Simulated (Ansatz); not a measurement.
# Ba2C (model cell, started as cuprite): following an unstable mode

Wanted: the energy along a soft mode of Ba2C (model cell, started as cuprite) and the structure at the end.

Main program and level: Ansatz 0.2.0; DFT PBEsol, scalar-relativistic, plane waves, PAW.

The structure was built from a prototype and need not be the compound's stable phase.

### 1. Set-up

The structure is cubic, space group Pn-3m (No. 224). Conventional cell: a = 6.182 Å, b = 6.182 Å, c = 6.182 Å, α = 90.00°, β = 90.00°, γ = 90.00°. C has 4 Ba at 2.68 Å nearest. Nearest to Ba lie 2 C at 2.68 Å. Farther neighbours are not listed.

### 2. Response at finite wavevector

The cell comes from relaxations at this level that are not shown. Stability and thermal properties need the whole zone. Linear response on a 2×2×2 q mesh gives force constants as far as a supercell of that size would.

File input.yaml:

```yaml
crystal:
  lattice:
    - [6.1820686643, 0.0, 0.0]
    - [0.0, 6.1820686643, 0.0]
    - [0.0, 0.0, 6.1820686643]
  atoms:
    - { symbol: C, position: [0.0, 0.0, 0.0] }
    - { symbol: C, position: [0.5, 0.5, 0.5] }
    - { symbol: Ba, position: [0.25, 0.25, 0.25] }
    - { symbol: Ba, position: [0.75, 0.75, 0.25] }
    - { symbol: Ba, position: [0.75, 0.25, 0.75] }
    - { symbol: Ba, position: [0.25, 0.75, 0.75] }
kpoints:
  mp_grid: { grid: [6, 6, 6] }
hamiltonian:
  xc: pbesol
scf:
  occupations: { method: methfessel_paxton, width: 0.2 }
output:
  eigenvalues: true
phonons:
  method: dfpt
  qmesh: [2, 2, 2]
  temperatures: { t_max: 1000, t_step: 50 }
  qpath:
    path:
      - [[0.0, 0.0, 0.0], [0.0, 0.5, 0.0], [0.5, 0.5, 0.0], [0.0, 0.0, 0.0], [0.5, 0.5, 0.5], [0.0, 0.5, 0.0]]
      - [[0.5, 0.5, 0.5], [0.5, 0.5, 0.0]]
    npoints: 10
```

Started as:

```sh
> ansatz run input.yaml --threads 8 --pin off --max-ram 14336MiB --backend cpu --events-out ev --progress --plain --runs-dir out
```

Numbers of over 12 decimals in the logs are rounded to 6 here.

Log:

```text
Warning: phonons: the dynamical matrix that this run interpolates holds no multipole term above the dipole-dipole one, and a site of this crystal is no centre of inversion, so its interpolated transverse optical and acoustic branches and sound speeds can stay off near Gamma, and the density of states and the thermodynamics with them. What a run solves at a wave vector of phonons.qpoints, Gamma apart, where the deck admits one, is free of this, and under fd what a larger phonons.supercell samples
Engine: ansatz 0.2.0, aarch64-unknown-linux-gnu
Pseudopotentials: kind: paw
Pseudopotential: C, paw, valence charge 4, recommended cutoff 420 eV (normal), C.paw.azcp
Pseudopotential: Ba, paw, valence charge 10, recommended cutoff 420 eV (normal), Ba.paw.azcp
Functional definition: PBEsol
  exchange = pbesol_x
  correlation = pbesol_c
Crystal: 6 atoms, lattice volume = 236.266 Å³
Basis set: ecut = 420 eV, 4625 PW (Γ), exchange–correlation on 96×96×96 points (8 copies of the dense FFT grid, shifted against one another)
Bands: 30, of which v1, the nominal top of the filled ones, is band 24 counted from 1 (23 counted from 0)
Symmetry: 48 space group operations
k-points: 20 of 216
Non-local potential: C, projectors of the file, l = 0: 2, l = 1: 2, l = 2: 1
Non-local potential: Ba, projectors of the file, l = 0: 3, l = 1: 2, l = 2: 2, l = 3: 2
PAW form: soft (Blöchl's): semilocal exchange-correlation on the pseudo side does not see the compensation charge
PAW frozen core: C, regenerated for the run's functional, and the local potential with it (the file was generated under x = pbe(κ = 0.804, μ = 0.219515), c = pbe(β = 0.066725))
PAW frozen core: Ba, regenerated for the run's functional, and the local potential with it (the file was generated under x = pbe(κ = 0.804, μ = 0.219515), c = pbe(β = 0.066725))
PAW one-centre angular grid: C, 110 points (default); XC on 64 Gauss nodes
PAW one-centre angular grid: Ba, 194 points (default); XC on 64 Gauss nodes
Initial density: superposition of atomic densities (neutral atoms: chi_scale 0, normalization atom), corrected by the library's trained network
Initial wavefunctions: pseudopotential atomic-orbital guess
Functional: x = pbesol(κ = 0.804, μ = 0.123457), c = pbesol(β = 0.046)
SCF iter   1: F=—  HF=-23937.978470 eV  |F-HF|=—  |Δ(HF+E_count)|=         —  Δρ=5.68e-3  dr2=1.39e-1  ethr=1.77e-3  ⟨swp⟩=10.9  Hψ=7486  notcnv=0
automatic band count: the SCF goes on with 36 bands, as 30 were too few: they end inside the smearing window of the response
preconditioner: auto → Kerker (q_TF=auto, 2.092 Å⁻¹)  [metal: Δε(μ)=0.007 eV  Ē_g=10.770 eV  σ=0.200 eV  W_gap=0.03  n_scr=32 (ndim 8)  ℏωp=15.3 eV  f_vac=0.000  D(μ)=13.34/eV (n_scr^D=122)]
SCF iter   2: F=—  HF=-23937.962100 eV  |F-HF|=—  |Δ(HF+E_count)|=   1.64e-2  S|Δr|=    0.00e0  Δρ=2.52e-3  dr2=2.45e-2  ethr=2.89e-4  ⟨swp⟩=1.0  Hψ=880  notcnv=0
SCF iter   3: F=—  HF=-23937.959261 eV  |F-HF|=—  |Δ(HF+E_count)|=   2.84e-3  S|Δr|=    0.00e0  Δρ=5.28e-4  dr2=1.62e-3  ethr=5.11e-5  ⟨swp⟩=2.0  Hψ=768  notcnv=0
SCF iter   4: F=—  HF=-23937.959175 eV  |F-HF|=—  |Δ(HF+E_count)|=   8.58e-5  S|Δr|=    0.00e0  Δρ=2.14e-4  dr2=1.90e-4  ethr=3.38e-6  ⟨swp⟩=2.0  Hψ=1118  notcnv=0
SCF iter   5: F=—  HF=-23937.959170 eV  |F-HF|=—  |Δ(HF+E_count)|=   5.22e-6  S|Δr|=    0.00e0  Δρ=8.07e-5  dr2=1.84e-5  ethr=3.95e-7  ⟨swp⟩=1.2  Hψ=658  notcnv=0
SCF iter   6: F=—  HF=-23937.959174 eV  |F-HF|=—  |Δ(HF+E_count)|=   4.80e-6  S|Δr|=    0.00e0  Δρ=1.31e-5  dr2=5.37e-7  ethr=3.84e-8  ⟨swp⟩=3.0  Hψ=1207  notcnv=0
SCF iter   7: F=—  HF=-23937.959125 eV  |F-HF|=—  |Δ(HF+E_count)|=   4.97e-5  S|Δr|=    0.00e0  Δρ=4.40e-6  dr2=4.42e-8  ethr=1.12e-9  ⟨swp⟩=2.7  Hψ=830  notcnv=0
SCF iter   8: F=—  HF=-23937.959125 eV  |F-HF|=—  |Δ(HF+E_count)|=   1.79e-8  S|Δr|=    0.00e0  Δρ=1.40e-6  dr2=1.09e-8  ethr=9.21e-11  ⟨swp⟩=3.0  Hψ=1224  notcnv=0
SCF iter   9: F=—  HF=-23937.959125 eV  |F-HF|=—  |Δ(HF+E_count)|=  6.55e-10  S|Δr|=    0.00e0  Δρ=1.93e-7  dr2=1.98e-10  ethr=2.27e-11  ⟨swp⟩=1.5  Hψ=667  notcnv=0
SCF iter  10: F=-23937.959125 eV  HF=-23937.959125 eV  |F-HF|=1.46e-11  |Δ(HF+E_count)|=  2.55e-11  S|Δr|=    0.00e0  Δρ=3.13e-8  dr2=2.75e-12  ethr=1.00e-12  ⟨swp⟩=11.2  Hψ=4324  notcnv=0
SCF 1 converged in 10 iterations: F = -23937.959125 eV  dr2 = 2.75e-12
  greatest PAW one-centre occupation: 0.957 electrons in one spin orbital (limit 2), on the Ba atom at site 5 (counted from 0), in its partial waves of l = 0
Initial density: read from a saved state, or passed on in memory by an earlier SCF of this step, an earlier step, the calling program or the single point that the run made first
iter 1 solved again at ethr=2.99e-7 eV; its pass at ethr=3.10e-3 eV (dr2=1.43e-4 eV) is discarded
SCF iter   1: F=—  HF=-23937.959172 eV  |F-HF|=—  |Δ(HF+E_count)|=         —  Δρ=6.54e-7  dr2=1.32e-9  ethr=2.99e-7  ⟨swp⟩=3.9  Hψ=5026  notcnv=0
eigensolver tolerance schedule: the retry pair's looser diagonalisation over-reported the residual by 108745.05 of it (diagonalisation noise at an unbounded share of the residual, at the tolerance the schedule requests for it); recorded, not acted on — ethr = c·dr2/N_el stays at c = 1.0e-1
preconditioner: auto → Kerker (q_TF=auto, 2.092 Å⁻¹)  [metal: Δε(μ)=0.006 eV  Ē_g=9.815 eV  σ=0.200 eV  W_gap=0.02  n_scr=32 (ndim 8)  ℏωp=15.3 eV  f_vac=0.000  D(μ)=12.95/eV (n_scr^D=122)]
SCF iter   2: F=—  HF=-23937.959125 eV  |F-HF|=—  |Δ(HF+E_count)|=   4.75e-5  S|Δr|=    0.00e0  Δρ=4.54e-7  dr2=8.78e-10  ethr=2.75e-12  ⟨swp⟩=4.1  Hψ=1800  notcnv=0
SCF iter   3: F=—  HF=-23937.959125 eV  |F-HF|=—  |Δ(HF+E_count)|=  6.55e-11  S|Δr|=    0.00e0  Δρ=2.63e-7  dr2=2.64e-10  ethr=1.83e-12  ⟨swp⟩=1.0  Hψ=600  notcnv=0
SCF iter   4: F=—  HF=-23937.959125 eV  |F-HF|=—  |Δ(HF+E_count)|=  3.27e-11  S|Δr|=    0.00e0  Δρ=1.11e-7  dr2=3.58e-11  ethr=1.00e-12  ⟨swp⟩=1.0  Hψ=600  notcnv=0
SCF iter   5: F=-23937.959125 eV  HF=-23937.959125 eV  |F-HF|=7.28e-12  |Δ(HF+E_count)|=    0.00e0  S|Δr|=    0.00e0  Δρ=3.70e-8  dr2=3.26e-12  ethr=1.00e-12  ⟨swp⟩=1.9  Hψ=1565  notcnv=0
SCF 2 converged in 5 iterations: F = -23937.959125 eV  dr2 = 3.26e-12
phonons: the bands overlap, so this run is a metal and interpolates without the dipole-dipole term. If the crystal is really an insulator or semiconductor, its LO-TO splitting is missing
NSCF: frozen V_eff on 20 k-points
NSCF: frozen V_eff on 68 k-points
DFPT response loops at q = (0, 0, 0) (fractional): preconditioner auto → Kerker (q_TF=auto, 2.092 Å⁻¹) (partly filled bands, converged f_vac=0.000); β = 1.00, the filter's whole step (`scf.mixing.beta` (0.50) is not read by the response loops under this deck's `scf.mixing.preconditioner`; to damp them name `kerker` or `kerker_dos`, under which they read `scf.mixing.beta`, and type it under 1.00, their step now; both keys bind the ground state too); Broyden in place of MSR1
NSCF: frozen V_eff on 224 k-points
DFPT response loops at q = (0, 0, -0.5) (fractional): mixed as the last ones told, above
NSCF: frozen V_eff on 224 k-points
DFPT response loops at q = (0, -0.5, -0.5) (fractional): mixed as the last ones told, above
NSCF: frozen V_eff on 136 k-points
DFPT response loops at q = (-0.5, -0.5, -0.5) (fractional): mixed as the last ones told, above
SCF converged after 10 iterations
Stability not checked: this state was not tested for a lower state beside it, because cold or Methfessel-Paxton smearing, or corrected tetrahedra, fill the levels in a way that the test cannot read (fill_not_monotonic; see scf.lower_state_search)
Free energy (F): -23937.959125 eV
Harris-Foulkes:  -23937.959125 eV  (|F-HF|=1.46e-11)
Internal energy: -23937.932134 eV  (E = F + TS)
E sigma→0 (E₀):  -23937.952377 eV
Entropy (-TS):   -0.026991 eV (-4.498 meV/atom)
Fermi energy:    6.397617 eV
--- Per-component energies (eV) ---
  E_band       = -270.628241
  E_kinetic    = 836.480005
  E_local      = -1688.633025  (includes V_loc(G=0)·N_el)
  E_nonlocal   = 290.317506
  E_hartree    = 551.210605
  E_xc         = -756.519803
  E_vxc        = -652.852137  (∫ρ·V_xc dr)
  E_paw        = -20750.507225  (= ΣΔE_a)
  E_vpaw       = -158.361850  (= ΣTr[D̂ρ^β])
  E_aug_tail   = -0.000000  (compensation charges beyond the density's cutoff)
  E_ewald      = -2420.928129
  E_core_change = 0.647934  (= ΣΔE_core)
  E_smearing   = -0.026991  (= −TS)
  E_closure    = -0.000000  (closes the sum)
  Σ components = -23937.959125   (vs F -23937.959125, Δ=0.00e0)
--- Band table (eV; the first three rows and the last of 20) ---
  k-point 0: bands = [... 20 lower, 4.5462, 4.6611, 6.5955, 6.5955, 7.0953, 7.0953, 7.0953, 7.1427, ... 8 higher]
  k-point 1: bands = [... 20 lower, 4.6886, 4.8070, 6.5522, 6.6869, 6.6869, 6.7186, 7.1075, 7.1606, ... 8 higher]
  k-point 2: bands = [... 20 lower, 5.0424, 5.1729, 6.1830, 6.1830, 6.3936, 6.8606, 7.0724, 7.4045, ... 8 higher]
  k-point 19: bands = [... 20 lower, 4.8288, 6.2777, 6.2777, 6.2777, 6.6730, 6.6730, 6.6730, 8.5298, ... 8 higher]
--- Phonons (Γ-DFPT): 2 representative perturbations + reference (Σ response iterations 7) ---
  ASR residual: 3.020e-5 → 0.000e0 eV/Å²; symmetrization residual: 3.317e-7 eV/Å²
  ASR residual per site (eV/Å²): 3.02e-5 3.02e-5 4.21e-6 4.21e-6 4.21e-6 4.21e-6
  Γ frequencies (cm⁻¹): -114.31 -114.31 -114.31 0.00 0.00 0.00 33.31 33.31 33.31 52.65 52.65 111.27 146.25 146.25 146.25 202.79 202.79 202.79
--- Phonons (arbitrary-q DFPT): 4 irreducible q on the 2×2×2 mesh ---
  q = [0.0000, 0.0000, 0.0000] (star 1, of the zone-centre solve; hermiticity 3.71e-7, symmetrization 5.33e-13): -114.31 -114.31 -114.31 -0.00 0.00 0.00 33.31 33.31 33.31 52.65 52.65 111.27 146.25 146.25 146.25 202.79 202.79 202.79
  q = [0.0000, 0.0000, -0.5000] (star 3, 4 solved perturbations in 284 linear systems a pass and spin channel, the states on 112 of 216 k-point pairs; hermiticity 7.98e-7, symmetrization 1.50e-13): -131.72 -131.72 -117.75 -117.75 -18.38 -18.38 31.90 31.90 31.91 31.91 42.09 42.09 63.72 63.72 115.58 115.58 233.29 233.29
  q = [0.0000, -0.5000, -0.5000] (star 3, 4 solved perturbations in 284 linear systems a pass and spin channel, the states on 112 of 216 k-point pairs; hermiticity 2.02e-7, symmetrization 1.01e-13): -75.58 -75.58 -58.03 -58.03 -47.05 -47.05 21.84 21.84 50.97 50.97 52.86 52.86 76.07 76.07 141.86 141.86 209.09 209.09
  q = [-0.5000, -0.5000, -0.5000] (star 1, 2 solved perturbations in 108 linear systems a pass and spin channel, the states on 68 of 216 k-point pairs; hermiticity 1.84e-7, symmetrization 4.46e-13): -78.39 -78.39 -78.39 -70.52 -70.52 -26.50 -26.50 -26.50 64.89 64.89 64.89 85.15 85.15 85.15 113.96 206.13 206.13 206.13
  sum rule: each row above includes the acoustic sum rule's correction from the zone centre's row sums; it moved no ω² by more than (0.83 cm⁻¹)²
  mesh force constants: q→R imaginary residual 3.45e-17; ASR residual 3.020e-5 → 0.000e0 eV/Å²; symmetrization residual 2.665e-15 eV/Å²
  interpolated dispersion: 62 rows × 18 modes
  density of states and harmonic sums: on the 10×10×10 q-mesh, interpolated from the force constants of a 2×2×2 supercell (no non-analytic term)
  largest difference from the sums on the solved wave vectors: F 1.74e-2 eV, S 2.20e-5 and C_V 3.07e-6 eV/K
  zero-point energy: 0.068994 eV/cell   skipped modes (ω ≤ 0): 347, of them read as no rigid motion or as one in doubt: 344 (6.283e0 modes/cell left out, lowest -131.72 cm⁻¹)   left out of the sums: 3.49e-1 of the cell's modes: C_V's classical limit lies that fraction below 3 k_B per atom; for a crystal, a wire or a layer, F and S can be off by more, and a phonons.interpolated_qmesh denser along its periods is the remedy for the sampling
```

Run time: 2 min. Hardware: 8 threads of Arm Neoverse V2, shared host; peak memory 2.8 GiB.

This step gave:

| Item | Value |
| --- | --- |
| volume per atom | 39.38 Å³ |
| gap on the k-mesh | 0 eV |
| sum-rule residual before enforcement | 3.02e-5 eV/Å² |
| lowest frequency on the path | -131.7 cm⁻¹ |
| point group | m-3m |
| highest frequency on the path or at a solved wavevector | 233.3 cm⁻¹ |
| highest optical mode at the zone centre (no LO-TO term) | 202.8 cm⁻¹ |
| lowest optical zone-centre mode | -114.3 cm⁻¹ |
| lowest mode on the q mesh (acoustic modes at Γ apart) | -131.7 cm⁻¹ |

Frequencies (cm⁻¹) solved at each irreducible wavevector; negative means imaginary. Frequencies by wavevector, by row:

```csv
q in reciprocal lattice units,star,mode 1,mode 2,mode 3,mode 4,mode 16,mode 17,mode 18
0 0 0,1,-114.3,-114.3,-114.3,0,202.8,202.8,202.8
0 0 -0.5,3,-131.7,-131.7,-117.8,-117.8,115.6,233.3,233.3
0 -0.5 -0.5,3,-75.6,-75.6,-58,-58,141.9,209.1,209.1
-0.5 -0.5 -0.5,1,-78.4,-78.4,-78.4,-70.5,206.1,206.1,206.1
```

Interpolated from a 2×2×2 q mesh. The phonon branches at the labelled points (cm⁻¹):

```csv
point,branch 1,branch 2,branch 3,branch 4,branch 15,branch 16,branch 17,branch 18
Γ,-114,-114,-114,0,146,203,203,203
halfway,-122,-122,-120,12,109,167,223,223
X,-132,-132,-118,-118,116,116,233,233
halfway,-112,-112,-89,-89,134,134,219,219
M,-76,-76,-58,-58,142,142,209,209
halfway,-127,-112,-112,-29,112,194,194,221
Γ,-114,-114,-114,0,146,203,203,203
halfway,-108,-108,-101,-44,110,197,206,206
R,-78,-78,-78,-70,114,206,206,206
halfway,-101,-88,-83,-55,119,168,208,217
X,-132,-132,-118,-118,116,116,233,233
jump to R,-78,-78,-78,-70,114,206,206,206
halfway,-77,-77,-76,-64,110,186,208,208
M,-76,-76,-58,-58,142,142,209,209
```

Symmetry leaves 4 wavevectors to solve. The lowest mode among them, the acoustic zeros apart, lies at q = (0, 0, -0.5) and is imaginary, 131.7i cm⁻¹, so the energy falls along it.

### 3. The mode frozen in, largest atomic shift 0 Å

The mode followed lies at q = (0, 0, -0.5) with frequency 131.7i cm⁻¹ and is 2-fold degenerate, the softest among the wavevectors solved. At small amplitude the distorted cell has space group no. 64 by a symmetry search on the positions. The undistorted cell that holds it gives the zero of energy on the same k mesh.

System of this step: Ba2C (model cell, started as cuprite). The structure is cubic, space group Pn-3m (No. 224). The conventional cell has a = 6.182 Å, b = 6.182 Å, c = 6.182 Å, α = 90.00°, β = 90.00°, γ = 90.00°. C has 4 Ba at 2.68 Å nearest. Nearest to Ba lie 2 C at 2.68 Å. Farther neighbours are not listed.

File input.yaml:

```yaml
crystal:
  lattice:
    - [6.1820686643, 0.0, 0.0]
    - [0.0, 6.1820686643, 0.0]
    - [0.0, 0.0, 12.3641373286]
  atoms:
    - { symbol: C, position: [0.0, 0.0, 0.0] }
    - { symbol: C, position: [0.0, 0.0, 0.5] }
    - { symbol: C, position: [0.5, 0.5, 0.25] }
    - { symbol: C, position: [0.5, 0.5, 0.75] }
    - { symbol: Ba, position: [0.25, 0.25, 0.125] }
    - { symbol: Ba, position: [0.25, 0.25, 0.625] }
    - { symbol: Ba, position: [0.75, 0.75, 0.125] }
    - { symbol: Ba, position: [0.75, 0.75, 0.625] }
    - { symbol: Ba, position: [0.75, 0.25, 0.375] }
    - { symbol: Ba, position: [0.75, 0.25, 0.875] }
    - { symbol: Ba, position: [0.25, 0.75, 0.375] }
    - { symbol: Ba, position: [0.25, 0.75, 0.875] }
kpoints:
  mp_grid: { grid: [6, 6, 4] }
hamiltonian:
  xc: pbesol
scf:
  occupations: { method: methfessel_paxton, width: 0.2 }
output:
  forces: true
  stress: true
  eigenvalues: true
```

Log:

```text
[...]
Crystal: 12 atoms, lattice volume = 472.532 Å³
Basis set: ecut = 420 eV, 9261 PW (Γ), exchange–correlation on 90×90×180 points (8 copies of the dense FFT grid, shifted against one another)
Bands: 60, of which v1, the nominal top of the filled ones, is band 48 counted from 1 (47 counted from 0)
Symmetry: 32 space group operations
[...]
k-points: 30 of 144
[...]
k-point 0: bands = [... 44 lower, 5.7625, 5.7625, 6.4196, 6.4196, 6.5955, 6.5957, 7.0943, 7.0943, ... 8 higher]
  k-point 1: bands = [... 44 lower, 6.0499, 6.0499, 6.3560, 6.5734, 6.6651, 6.7500, 6.8000, 6.8000, ... 8 higher]
  k-point 2: bands = [... 44 lower, 6.4427, 6.4427, 6.4427, 6.4427, 6.4837, 6.4837, 6.8688, 6.8688, ... 8 higher]
  k-point 29: bands = [... 44 lower, 6.3897, 6.3897, 6.4253, 6.4253, 6.4253, 6.4253, 6.5436, 6.5436, ... 8 higher]
[key lines of the parts left out:]
SCF converged after 7 iterations
Free energy (F): -47875.918520 eV
Fermi energy:    6.396407 eV
P = ⅓ Tr σ = 0.0053 GPa (0.053 kbar)
```

The job ended after 6.1 s (8 threads; peak memory 2 GiB; 46 s of CPU time).

This step gave:

* pressure: 0.005304 GPa
* energy from the undistorted cell: 0 meV/atom

The run ends at a pressure of 0.01 GPa.

### 4. The mode frozen in, largest atomic shift 0.32 Å

The atoms are moved along the unstable eigenvector, the largest shift by 0.32 Å, with the cell fixed.

File input.yaml:

```yaml
crystal:
  lattice:
    - [6.1820686643, 0.0, 0.0]
    - [0.0, 6.1820686643, 0.0]
    - [0.0, 0.0, 12.3641373286]
  atoms:
    - { symbol: C, position: [0.0366016915, -0.0366016915, 0.0] }
    - { symbol: C, position: [-0.0366016915, 0.0366016915, 0.5] }
    - { symbol: C, position: [0.5366016915, 0.4633983085, 0.25] }
    - { symbol: C, position: [0.4633983085, 0.5366016915, 0.75] }
    - { symbol: Ba, position: [0.2434100684, 0.2565899316, 0.125] }
    - { symbol: Ba, position: [0.2565899316, 0.2434100684, 0.625] }
    - { symbol: Ba, position: [0.7434100684, 0.7565899316, 0.125] }
    - { symbol: Ba, position: [0.7565899316, 0.7434100684, 0.625] }
    - { symbol: Ba, position: [0.75, 0.25, 0.375] }
    - { symbol: Ba, position: [0.75, 0.25, 0.875] }
    - { symbol: Ba, position: [0.25, 0.75, 0.375] }
    - { symbol: Ba, position: [0.25, 0.75, 0.875] }
kpoints:
  mp_grid: { grid: [6, 6, 4] }
hamiltonian:
  xc: pbesol
scf:
  occupations: { method: methfessel_paxton, width: 0.2 }
output:
  forces: true
  stress: true
  eigenvalues: true
```

Log:

```text
[...]
Crystal: 12 atoms, lattice volume = 472.532 Å³
Basis set: ecut = 420 eV, 9261 PW (Γ), exchange–correlation on 90×90×180 points (8 copies of the dense FFT grid, shifted against one another)
Bands: 60, of which v1, the nominal top of the filled ones, is band 48 counted from 1 (47 counted from 0)
Symmetry: 8 space group operations
[...]
k-points: 39 of 144
[...]
k-point 0: bands = [... 44 lower, 5.5842, 5.6467, 6.2776, 6.5423, 6.6185, 6.6731, 6.7789, 7.0612, ... 8 higher]
  k-point 1: bands = [... 44 lower, 5.8138, 5.9318, 6.2563, 6.6058, 6.6266, 6.6295, 6.7465, 6.9817, ... 8 higher]
  k-point 2: bands = [... 44 lower, 6.0915, 6.0915, 6.2876, 6.2876, 6.6263, 6.6263, 6.9322, 6.9322, ... 8 higher]
  k-point 38: bands = [... 44 lower, 6.3379, 6.3379, 6.3544, 6.3544, 6.4173, 6.4173, 6.5524, 6.5524, ... 8 higher]
[key lines of the parts left out:]
SCF converged after 8 iterations
Free energy (F): -47876.014076 eV
Fermi energy:    6.464828 eV
P = ⅓ Tr σ = -0.3820 GPa (-3.820 kbar)
```

Elapsed: 8 s, on 8 threads; peak memory 2.1 GiB.

This step gave:

| Quantity | Value |
| --- | --- |
| pressure | -0.3820 GPa |
| energy from the undistorted cell | -9.313 meV/atom |

The energy, extrapolated to zero smearing, is -9.31 meV/atom against the undistorted cell.

The run ends at a pressure of -0.38 GPa, with forces up to 0.26 eV/Å.

### 5. Energy along the mode, all amplitudes (two of the runs are shown above)

An imaginary frequency means negative curvature, so the energy should fall and then rise again as anharmonic terms take over.

This step gave:

```
depth at the lowest point sampled  : 9.313 meV/atom
largest atomic shift at that point : 0.32 Å
```

The energy from the parent by largest atomic shift:

```csv
largest atomic shift (Å),energy from the parent (meV/atom)
0.000,0
0.040,-0.314
0.080,-1.20
0.140,-3.24
0.220,-6.32
0.320,-9.31
0.450,-5.76
0.600,19.8
```

Displacement at unit largest shift by atom:

```csv
atom,x (Å),y (Å),z (Å),size
C1,0.707,-0.707,0.000,1.000
C2,-0.707,0.707,0.000,1.000
C3,0.707,-0.707,0.000,1.000
C4,-0.707,0.707,0.000,1.000
Ba5,-0.127,0.127,0.000,0.180
Ba6,0.127,-0.127,0.000,0.180
Ba7,-0.127,0.127,0.000,0.180
Ba8,0.127,-0.127,0.000,0.180
Ba9,0.000,0.000,0.000,0.000
Ba10,0.000,0.000,0.000,0.000
Ba11,0.000,0.000,0.000,0.000
Ba12,0.000,0.000,0.000,0.000
```

The lowest of the steps tried is at 0.32 Å, 9.31 meV/atom below the parent; the bottom of the well need not coincide with a step.

(Part 1 of 3 ends here.)

[Logs are printed without paths, hosts, clocks, repeated set-up lines and the standing remarks that a program may print on its own settings, such as how far it seeks lower states.]

[Hosts, paths, dates, database ids (printed as entryN), source tags and the programs' standing remarks are cut or masked in the printed files.]
